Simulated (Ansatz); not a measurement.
# BiB (model cell, started as layered BN type): a soft mode frozen in, part 2 of 2

Wanted: the energy along a soft mode of BiB (model cell, started as layered BN type) and the structure at the end.

Ansatz 0.2.0; DFT LDA, scalar-relativistic, plane waves, PAW.

So far, highest frequency on path, mesh or solved points (cm⁻¹): step 2 (the dispersion) 476. Also lowest frequency on the path (cm⁻¹): step 2 -135.

The structure was built from a prototype and need not be the compound's stable phase.

## 4. The mode frozen in, largest atomic shift 0.14 Å

The atoms are moved along the unstable eigenvector, the largest shift by 0.14 Å, with the cell fixed.

input.yaml

```yaml
crystal:
  lattice:
    - [0.0, 0.0, 5.3326373303]
    - [6.2437176955, -3.6048178928, 0.0]
    - [6.2437227189, 3.604809192, 0.0]
  atoms:
    - { symbol: B, position: [0.2631262369, 0.6666666667, 0.3333333333] }
    - { symbol: B, position: [0.2237465739, 0.0, 0.6666666667] }
    - { symbol: B, position: [0.2631262369, 0.3333333333, 1.0] }
    - { symbol: B, position: [0.7500000016, 0.0, 0.3333333333] }
    - { symbol: B, position: [0.7499999967, 0.3333333333, 0.6666666667] }
    - { symbol: B, position: [0.7500000016, 0.6666666667, 0.0] }
    - { symbol: Bi, position: [0.2500000092, 0.0, 0.3333333333] }
    - { symbol: Bi, position: [0.2499999816, 0.3333333333, 0.6666666667] }
    - { symbol: Bi, position: [0.2500000092, 0.6666666667, 0.0] }
    - { symbol: Bi, position: [0.7476813578, 0.6666666667, 0.3333333333] }
    - { symbol: Bi, position: [0.7546374526, 0.0, 0.6666666667] }
    - { symbol: Bi, position: [0.7476813578, 0.3333333333, 1.0] }
kpoints:
  mp_grid: { grid: [8, 6, 6] }
hamiltonian:
  xc: lda
scf:
  occupations: { method: methfessel_paxton, width: 0.2 }
output:
  forces: true
  stress: true
  eigenvalues: true
```

Launch:

```sh
$ ansatz run input.yaml --threads 4 --pin off --max-ram 7168MiB --backend cpu --events-out ev --progress --plain --runs-dir out
```

Standard output:

```text
[...]
Crystal: 12 atoms, lattice volume = 240.048 Å³
Basis set: ecut = 420 eV, 4649 PW (Γ)
Bands: 66, of which v1, the nominal top of the filled ones, is band 54 counted from 1 (53 counted from 0)
Symmetry: 6 space group operations
[...]
k-points: 44 of 288 (time reversal used)
[...]
k-point 0: bands = [... 50 lower, 7.7827, 7.7827, 10.3929, 10.3929, 10.7794, 11.1439, 12.4690, 12.4690, ... 8 higher]
  k-point 1: bands = [... 50 lower, 7.9868, 8.7699, 9.3298, 10.2175, 10.5718, 11.5594, 11.8945, 12.0088, ... 8 higher]
  k-point 2: bands = [... 50 lower, 8.4524, 8.6147, 9.6959, 9.7566, 9.9208, 10.1380, 11.2159, 12.0806, ... 8 higher]
  k-point 43: bands = [... 50 lower, 10.1855, 10.3322, 10.3322, 10.3552, 10.5758, 10.6166, 10.6166, 10.8537, ... 8 higher]
[key lines of the parts left out:]
SCF converged after 6 iterations
Free energy (F): -73399.342300 eV
Fermi energy:    10.349049 eV
P = ⅓ Tr σ = 0.1477 GPa (1.477 kbar)
```

The job ended after 6.7 s (4 threads of Intel Xeon 6975P-C (Granite Rapids), shared host; peak memory 1 GiB).

Read from the output:

- pressure: 0.1477 GPa
- energy from the undistorted cell: -0.634 meV/atom

The energy, extrapolated to zero smearing, is -0.63 meV/atom against the undistorted cell.

The run ends at a pressure of 0.15 GPa, with forces up to 0.14 eV/Å.

## 5. Energy along the mode, all amplitudes (two of the runs are shown above)

An imaginary frequency means negative curvature, so the energy should fall and then rise again as anharmonic terms take over.

Numbers from this step:

| Item | Value |
| --- | --- |
| depth at the lowest point sampled | 0.634 meV/atom |
| largest atomic shift at that point | 0.14 Å |

Table of energy from the parent by largest atomic shift:

```
largest atomic shift (Å)  energy from the parent (meV/atom)
                   0.000                                  0
                   0.040                             -0.089
                   0.080                             -0.321
                   0.140                             -0.634
                   0.220                              0.158
                   0.320                               6.00
```

Displacement at unit largest shift by atom:

```
atom  x (Å)  y (Å)  z (Å)  size
  B1   0.00   0.00   0.50  0.50
  B2   0.00   0.00  -1.00  1.00
  B3   0.00   0.00   0.50  0.50
  B4   0.00   0.00   0.00  0.00
  B5   0.00   0.00   0.00  0.00
  B6   0.00   0.00   0.00  0.00
 Bi7   0.00   0.00   0.00  0.00
 Bi8   0.00   0.00   0.00  0.00
 Bi9   0.00   0.00   0.00  0.00
Bi10   0.00   0.00  -0.09  0.09
Bi11   0.00   0.00   0.18  0.18
Bi12   0.00   0.00  -0.09  0.09
```

The lowest step is at 0.14 Å, 0.634 meV/atom below the parent, and the energy rises beyond it.

## 6. Relaxing from the distorted cell

Starting from the lowest point found, all atoms and the cell are let go, so that strain and other modes of the same symmetry can join in.

input.yaml: that of step 4 with these lines changed.

```diff
@@ -28 +28,6 @@
   eigenvalues: true
+relax:
+  adjacent_minimum: "off"
+  f_tol: 0.002
+  max_steps: 120
+  cell: { stress_tol: 0.03 }
```

Standard output:

```text
[...]
Crystal: 12 atoms, lattice volume = 240.048 Å³
Basis set: ecut = 420 eV, 4649 PW (Γ)
Bands: 66, of which v1, the nominal top of the filled ones, is band 54 counted from 1 (53 counted from 0)
Symmetry: 6 space group operations
[...]
k-points: 44 of 288 (time reversal used)
[...]
SCF iter   1: F=—  HF=-73399.392873 eV  |F-HF|=—  |Δ(HF+E_count)|=         —  Δρ=7.14e-3  dr2=1.70e-1  ethr=1.77e-3  ⟨swp⟩=7.1  Hψ=12493  notcnv=0
[...]
SCF iter   6: F=-73399.342300 eV  HF=-73399.342300 eV  |F-HF|=1.10e-8  |Δ(HF+E_count)|=   1.26e-6  S|Δr|=    0.00e0  Δρ=6.40e-6  dr2=9.92e-8  ethr=9.26e-11  ⟨swp⟩=10.6  Hψ=16848  notcnv=0
SCF 1 converged in 6 iterations: F = -73399.342300 eV  dr2 = 9.92e-8
[...]
relax step   1: F+E_penalty+E_count = -73399.34230014 eV  Δ(F+E_penalty+E_count) = +0.000e0 eV  max|allowed force component| = 1.443e-1 eV/Å  Δτ_max = 0.0000 Å  P = +0.148 GPa  Ω = 240.048 Å³  (6 SCF iters, dr2 threshold 1.00e-7 eV, accepted)
Crystal: 12 atoms, lattice volume = 242.836 Å³
Basis set: ecut = 420 eV, 4699 PW (Γ)
[...]
SCF iter   6: F=-73399.337004 eV  HF=-73399.337004 eV  |F-HF|=1.07e-7  |Δ(HF+E_count)|=   1.11e-6  S|Δr|=    0.00e0  Δρ=7.49e-6  dr2=1.65e-7  ethr=1.11e-9  ⟨swp⟩=8.7  Hψ=13900  notcnv=0
SCF 2 converged in 6 iterations: F = -73399.337004 eV  dr2 = 1.65e-7
[...]
relax step   2: F+E_penalty+E_count = -73399.33700390 eV  Δ(F+E_penalty+E_count) = +5.296e-3 eV  max|allowed force component| = 2.573e-1 eV/Å  Δτ_max = 0.1052 Å  P = -0.630 GPa  Ω = 242.836 Å³  energy of the carried Pulay correction = -1.316e-3 eV  (6 SCF iters, dr2 threshold 1.20e-6 eV, rejected (line search))
Crystal: 12 atoms, lattice volume = 241.018 Å³
Basis set: ecut = 420 eV, 4625 PW (Γ)
[...]
SCF iter   9: F=-73399.363595 eV  HF=-73399.363595 eV  |F-HF|=2.91e-11  |Δ(HF+E_count)|=  1.46e-11  S|Δr|=    0.00e0  Δρ=4.78e-8  dr2=4.21e-12  ethr=1.00e-12  ⟨swp⟩=6.1  Hψ=11430  notcnv=0
SCF 3 converged in 9 iterations: F = -73399.363595 eV  dr2 = 4.21e-12
[...]
relax step   3: F+E_penalty+E_count = -73399.36359550 eV  Δ(F+E_penalty+E_count) = -2.130e-2 eV  max|allowed force component| = 1.518e-1 eV/Å  Δτ_max = 0.0513 Å  P = -0.078 GPa  Ω = 241.018 Å³  energy of the carried Pulay correction = -4.596e-4 eV  (9 SCF iters, accepted)
[... from here on, the SCF cycles and remarks between the steps are left out ...]
relax step   4: F+E_penalty+E_count = -73399.39661152 eV  Δ(F+E_penalty+E_count) = -3.302e-2 eV  max|allowed force component| = 2.306e-1 eV/Å  Δτ_max = 0.0504 Å  P = -0.188 GPa  Ω = 242.352 Å³  energy of the carried Pulay correction = -1.089e-3 eV  (6 SCF iters, dr2 threshold 1.20e-6 eV, accepted)
relax step   5: F+E_penalty+E_count = -73399.44700735 eV  Δ(F+E_penalty+E_count) = -5.040e-2 eV  max|allowed force component| = 3.772e-1 eV/Å  Δτ_max = 0.0435 Å  P = +0.074 GPa  Ω = 243.103 Å³  energy of the carried Pulay correction = -1.441e-3 eV  (6 SCF iters, dr2 threshold 1.20e-6 eV, accepted)
relax step   6: F+E_penalty+E_count = -73399.52815557 eV  Δ(F+E_penalty+E_count) = -8.115e-2 eV  max|allowed force component| = 5.024e-1 eV/Å  Δτ_max = 0.0471 Å  P = -0.134 GPa  Ω = 245.398 Å³  energy of the carried Pulay correction = -2.512e-3 eV  (6 SCF iters, dr2 threshold 1.20e-6 eV, accepted)
relax step   7: F+E_penalty+E_count = -73399.69179136 eV  Δ(F+E_penalty+E_count) = -1.636e-1 eV  max|allowed force component| = 7.570e-1 eV/Å  Δτ_max = 0.0454 Å  P = +0.471 GPa  Ω = 245.493 Å³  energy of the carried Pulay correction = -2.556e-3 eV  (6 SCF iters, dr2 threshold 1.20e-6 eV, accepted)
relax step   8: F+E_penalty+E_count = -73400.07384109 eV  Δ(F+E_penalty+E_count) = -3.820e-1 eV  max|allowed force component| = 8.017e-1 eV/Å  Δτ_max = 0.0640 Å  P = +0.360 GPa  Ω = 249.287 Å³  energy of the carried Pulay correction = -4.303e-3 eV  (6 SCF iters, dr2 threshold 1.20e-6 eV, accepted)
relax step   9: F+E_penalty+E_count = -73400.28704659 eV  Δ(F+E_penalty+E_count) = -2.132e-1 eV  max|allowed force component| = 1.618e0 eV/Å  Δτ_max = 0.1072 Å  P = +2.134 GPa  Ω = 253.101 Å³  energy of the carried Pulay correction = -6.033e-3 eV  (7 SCF iters, dr2 threshold 1.20e-6 eV, accepted)
relax step  10: F+E_penalty+E_count = -73400.67818595 eV  Δ(F+E_penalty+E_count) = -3.911e-1 eV  max|allowed force component| = 4.203e-1 eV/Å  Δτ_max = 0.1008 Å  P = +0.969 GPa  Ω = 257.997 Å³  energy of the carried Pulay correction = -8.215e-3 eV  (7 SCF iters, dr2 threshold 1.20e-6 eV, accepted)
relax step  11: F+E_penalty+E_count = -73400.69164515 eV  Δ(F+E_penalty+E_count) = -1.346e-2 eV  max|allowed force component| = 2.411e-1 eV/Å  Δτ_max = 0.0567 Å  P = +0.159 GPa  Ω = 261.054 Å³  energy of the carried Pulay correction = -9.555e-3 eV  (7 SCF iters, dr2 threshold 1.20e-6 eV, accepted)
relax step  12: F+E_penalty+E_count = -73400.70890929 eV  Δ(F+E_penalty+E_count) = -1.726e-2 eV  max|allowed force component| = 3.445e-2 eV/Å  Δτ_max = 0.0427 Å  P = -0.257 GPa  Ω = 261.201 Å³  energy of the carried Pulay correction = -9.619e-3 eV  (6 SCF iters, dr2 threshold 1.20e-6 eV, accepted)
relax step  13: F+E_penalty+E_count = -73400.71234866 eV  Δ(F+E_penalty+E_count) = -3.439e-3 eV  max|allowed force component| = 3.182e-2 eV/Å  Δτ_max = 0.0101 Å  P = +0.081 GPa  Ω = 260.842 Å³  energy of the carried Pulay correction = -9.462e-3 eV  (6 SCF iters, dr2 threshold 6.47e-7 eV, accepted)
relax step  14: F+E_penalty+E_count = -73400.71303896 eV  Δ(F+E_penalty+E_count) = -6.903e-4 eV  max|allowed force component| = 2.852e-3 eV/Å  Δτ_max = 0.0027 Å  P = -0.002 GPa  Ω = 260.970 Å³  energy of the carried Pulay correction = -9.518e-3 eV  (6 SCF iters, dr2 threshold 1.05e-7 eV, accepted)
relax step  15: F+E_penalty+E_count = -73400.71305042 eV  Δ(F+E_penalty+E_count) = -1.146e-5 eV  max|allowed force component| = 8.505e-4 eV/Å  Δτ_max = 0.0003 Å  P = +0.001 GPa  Ω = 260.946 Å³  energy of the carried Pulay correction = -9.508e-3 eV  (5 SCF iters, dr2 threshold 5.08e-10 eV, accepted)
relax step  16: F+E_penalty+E_count = -73400.79429157 eV  Δ(F+E_penalty+E_count) = -8.124e-2 eV  max|allowed force component| = 2.505e-2 eV/Å  Δτ_max = 0.0000 Å  P = +0.427 GPa  Ω = 260.946 Å³  stress off target by 1.14e0 GPa  SCF on the basis re-selected at this cell (its energy is not comparable with the rows above)  (8 SCF iters)
relax step  17: F+E_penalty+E_count = -73400.81671552 eV  Δ(F+E_penalty+E_count) = -2.242e-2 eV  max|allowed force component| = 3.080e-2 eV/Å  Δτ_max = 0.0169 Å  P = +0.197 GPa  Ω = 263.873 Å³  energy of the carried Pulay correction = -1.363e-3 eV  (5 SCF iters, dr2 threshold 1.20e-6 eV, accepted)
relax step  18: F+E_penalty+E_count = -73400.82206372 eV  Δ(F+E_penalty+E_count) = -5.348e-3 eV  max|allowed force component| = 5.069e-2 eV/Å  Δτ_max = 0.0257 Å  P = +0.032 GPa  Ω = 267.125 Å³  energy of the carried Pulay correction = -2.859e-3 eV  (6 SCF iters, dr2 threshold 6.44e-7 eV, accepted)
relax step  19: F+E_penalty+E_count = -73400.82299245 eV  Δ(F+E_penalty+E_count) = -9.287e-4 eV  max|allowed force component| = 5.555e-3 eV/Å  Δτ_max = 0.0056 Å  P = -0.002 GPa  Ω = 266.816 Å³  energy of the carried Pulay correction = -2.717e-3 eV  (5 SCF iters, dr2 threshold 1.61e-7 eV, accepted)
relax step  20: F+E_penalty+E_count = -73400.82301748 eV  Δ(F+E_penalty+E_count) = -2.504e-5 eV  max|allowed force component| = 1.378e-3 eV/Å  Δτ_max = 0.0007 Å  P = -0.000 GPa  Ω = 266.775 Å³  energy of the carried Pulay correction = -2.698e-3 eV  (5 SCF iters, dr2 threshold 1.93e-9 eV, accepted)
[...]
SCF iter   6: F=-73400.826289 eV  HF=-73400.826289 eV  |F-HF|=2.91e-11  |Δ(HF+E_count)|=  1.02e-10  S|Δr|=    0.00e0  Δρ=9.58e-8  dr2=6.00e-12  ethr=1.00e-12  ⟨swp⟩=6.3  Hψ=11430  notcnv=0
SCF 21 converged in 6 iterations: F = -73400.826289 eV  dr2 = 6.00e-12
relax step  21: F+E_penalty+E_count = -73400.82628930 eV  Δ(F+E_penalty+E_count) = -3.272e-3 eV  max|allowed force component| = 1.610e-3 eV/Å  Δτ_max = 0.0000 Å  P = +0.008 GPa  Ω = 266.775 Å³  stress off target by 2.09e-2 GPa  SCF on the basis re-selected at this cell (its energy is not comparable with the rows above)  (6 SCF iters)
[...]
SCF converged after 6 iterations
[...]
Free energy (F): -73400.826289 eV
[...]
Internal energy: -73400.833290 eV  (E = F + TS)
E sigma→0 (E₀):  -73400.828040 eV
Entropy (-TS):   0.007001 eV (0.583 meV/atom)
Fermi energy:    9.107740 eV
Step filling:    the computed levels leave a gap of 0.1856 eV = 0.9 smearing widths at the electron count; against every level under it full and every level over it empty, smearing changes F+E_penalty+E_count by +1.998 meV and its σ→0 estimate by +0.248 meV
[...]
--- Forces (eV/Å), atoms counted from 1 ---
  atom   1  B      0.00000000    -0.00000000    -0.00053745
  atom   2  B     -0.00000000    -0.00000000     0.00019671
  atom   3  B      0.00000000    -0.00000000    -0.00053745
  atom   4  B     -0.00005798    -0.00003348    -0.00058623
  atom   5  B      0.00005798    -0.00003348    -0.00058623
  atom   6  B      0.00000000     0.00006695    -0.00058623
  atom   7  Bi     0.00049881     0.00028799     0.00161028
  atom   8  Bi    -0.00049881     0.00028799     0.00161028
  atom   9  Bi    -0.00000000    -0.00057598     0.00161028
  atom  10  Bi    -0.00000000    -0.00000000    -0.00045451
  atom  11  Bi     0.00000000    -0.00000000    -0.00128706
  atom  12  Bi     0.00000000    -0.00000000    -0.00045451
  max |Σ_I F_I| component: 2.12e-6 eV/Å
--- Stress (GPa, compression-positive) ---
        0.002257      -0.000000      -0.000000
       -0.000000       0.002257      -0.000000
       -0.000000      -0.000000       0.020881
  P = ⅓ Tr σ = 0.0085 GPa (0.085 kbar)
--- Band table (eV; the first three rows and the last of 44) ---
  k-point 0: bands = [... 50 lower, 7.5009, 7.6659, 8.9651, 8.9651, 9.6403, 10.6527, 10.9703, 10.9703, ... 8 higher]
  k-point 1: bands = [... 50 lower, 7.5044, 7.7799, 8.5147, 8.7489, 10.4172, 10.5989, 10.8868, 11.0944, ... 8 higher]
  k-point 2: bands = [... 50 lower, 6.9287, 7.7203, 8.1583, 8.6731, 9.7937, 10.4430, 10.9310, 11.0653, ... 8 higher]
  k-point 43: bands = [... 50 lower, 6.9408, 7.5439, 8.3203, 8.3203, 9.6822, 9.6822, 9.7869, 10.2628, ... 8 higher]
--- Relaxed structure (19 steps of the walk, 18 accepted, 2 SCFs on fresh bases) ---
  F+E_penalty+E_count = -73400.82628930 eV   max|allowed force component| = 1.610e-3 eV/Å   (the final SCF, on the basis selected at the relaxed cell)
  cell:  # Å, volume = 266.7750 Å³
    - [1.533772e-16, 0, 6.502927]
    - [5.960507, -3.441306, 1.795817e-16]
    - [5.960512, 3.441298, 1.795817e-16]
  atoms:
    - { symbol: B, position: [0.331945, 0.666667, 0.333333] }
    - { symbol: B, position: [0.172176, 5.329592e-17, 0.666667] }
    - { symbol: B, position: [0.331945, 0.333333, 1.000000] }
    - { symbol: B, position: [0.676698, 1.904910e-17, 0.357391] }
    - { symbol: B, position: [0.676698, 0.309275, 0.666667] }
    - { symbol: B, position: [0.676698, 0.690725, -0.024058] }
    - { symbol: Bi, position: [0.306664, -3.170114e-17, 0.350372] }
    - { symbol: Bi, position: [0.306664, 0.316295, 0.666667] }
    - { symbol: Bi, position: [0.306664, 0.683705, -0.017038] }
    - { symbol: Bi, position: [0.698279, 0.666667, 0.333333] }
    - { symbol: Bi, position: [0.817290, 4.499581e-17, 0.666667] }
    - { symbol: Bi, position: [0.698279, 0.333333, 1.000000] }
```

Elapsed: 2.8 min, on 4 threads; peak memory 1.2 GiB; 11 min of CPU time.

Step by step:

```
step  energy less that of the first step (eV)  largest force component (eV/Å)  pressure (GPa)  volume (Å³)
   1                                   0.0000                          0.1443            0.15       240.05
   2                                   0.0053                          0.2573           -0.63       242.84
   3                                  -0.0213                          0.1518           -0.08       241.02
   4                                  -0.0543                          0.2306           -0.19       242.35
   5                                  -0.1047                          0.3772            0.07       243.10
   6                                  -0.1859                          0.5024           -0.13       245.40
   7                                  -0.3495                          0.7570            0.47       245.49
   8                                  -0.7315                          0.8017            0.36       249.29
   9                                  -0.9447                          1.6179            2.13       253.10
  10                                  -1.3359                          0.4203            0.97       258.00
  11                                  -1.3493                          0.2411            0.16       261.05
  12                                  -1.3666                          0.0345           -0.26       261.20
  13                                  -1.3700                          0.0318            0.08       260.84
  14                                  -1.3707                          0.0029            0.00       260.97
  15                                  -1.3708                          0.0009            0.00       260.95
 16*                                  -1.4520                          0.0251            0.43       260.95
  17                                  -1.4744                          0.0308            0.20       263.87
  18                                  -1.4798                          0.0507            0.03       267.12
  19                                  -1.4807                          0.0056            0.00       266.82
  20                                  -1.4807                          0.0014            0.00       266.77
 21*                                  -1.4840                          0.0016            0.01       266.77
```

Relaxation steps marked * repeat the geometry before them on a plane-wave basis chosen anew for their cell, so energy and pressure can jump there. Relaxation step 2 was tried and not accepted.

The run keeps the 6 symmetry operations that the program found, so distortions that break them were not tested.

```
     cell as run  before  after   change
           a (Å)   5.333  6.503  +21.9 %
           b (Å)   7.210  6.883   -4.5 %
           c (Å)   7.210  6.883   -4.5 %
volume (Å³/atom)   20.00  22.23  +11.1 %
```

The atoms that moved most (Å, as changes of fractional coordinates times the final cell):

```
atom      dx      dy      dz  length
  B6   0.000  -0.166  -0.477   0.505
  B4   0.143   0.083  -0.477   0.505
  B5  -0.143   0.083  -0.477   0.505
  B1   0.000   0.000   0.448   0.448
  B3   0.000   0.000   0.448   0.448
Bi11   0.000   0.000   0.407   0.407
 Bi8  -0.102   0.059   0.368   0.387
 Bi7   0.102   0.059   0.368   0.387
```

The relaxed structure:

```xyz
12
Lattice="0.0000 0.0000 6.5029 5.9605 -3.4413 0.0000 5.9605 3.4413 0.0000" Properties=species:S:1:pos:R:3 pbc="T T T"
B     5.9605   -1.1471    2.1586
B     3.9737    2.2942    1.1196
B     7.9473    2.2942    2.1586
B     2.1302    1.2299    4.4005
B     5.8171    1.2299    4.4005
B     3.9737   -2.4598    4.4005
Bi    2.0884    1.2057    1.9942
Bi    5.8590    1.2057    1.9942
Bi    3.9737   -2.4115    1.9942
Bi    5.9605   -1.1471    4.5409
Bi    3.9737    2.2942    5.3148
Bi    7.9473    2.2942    4.5409
```

Read from the output:

| Quantity | Value |
| --- | --- |
| pressure | 0.008465 GPa |
| volume per atom | 22.23 Å³ |
| gap on the k-mesh | 0.1856 eV |

The distorted start has space group P31m; the relaxation ends in P31m.

## 7. Results

| Property | Result |
| --- | --- |
| unstable mode of the parent | q = (0.333, 0.333, 0), 115i cm⁻¹ |
| depth at the lowest point sampled | 0.634 meV/atom |
| largest atomic shift at that point | 0.14 Å |
| space group reached | P31m |
| energy gained over the parent (first relaxation, on the mesh of the frozen mode) | 124 meV/atom |
| volume per atom, phase reached | 22.2 Å³ |
| gap on the k-mesh, phase reached | 0.186 eV |

In words: Along this mode the structure falls into P31m, 124 meV/atom below the parent. At the parent's cell the well is 0.634 meV/atom deep on the steps tried, with its lowest point at a shift of 0.14 Å. Relaxing atoms and cell changes the gain by +123.69 meV/atom against the lowest step (energies at zero smearing). Most of the total comes from this relaxation. The modes of the phase reached were not computed. So shallow a well is near the error of the k mesh. Of the 4 patterns followed from this parent, this one ends 272 meV/atom above the lowest, P6_3mc. Each path keeps the symmetry of its pattern, so a lower phase may lie along a pattern not tried. With no gap, or one that is small against the smearing, the frequencies hang on the k mesh and the smearing, most of all near Kohn anomalies. The volume moved by more than a tenth on the k mesh of the start, so the energy gain is rough. Spin-orbit coupling is left out, which can matter for the heavy elements here. The starting cell was built on a prototype and not taken from a measurement, so the phase need not exist.

[Long decimals in the printed logs are rounded to 6 places.]

[Logs are printed without paths, hosts, clocks, repeated set-up lines and the standing remarks that a program may print on its own settings, such as how far it seeks lower states.]

[Hosts, paths, dates, database ids (printed as entryN), source tags and the programs' standing remarks are cut or masked in the printed files.]

[Where the starting crystal was built by hand or by swapping elements, it need not be the compound's stable phase.]
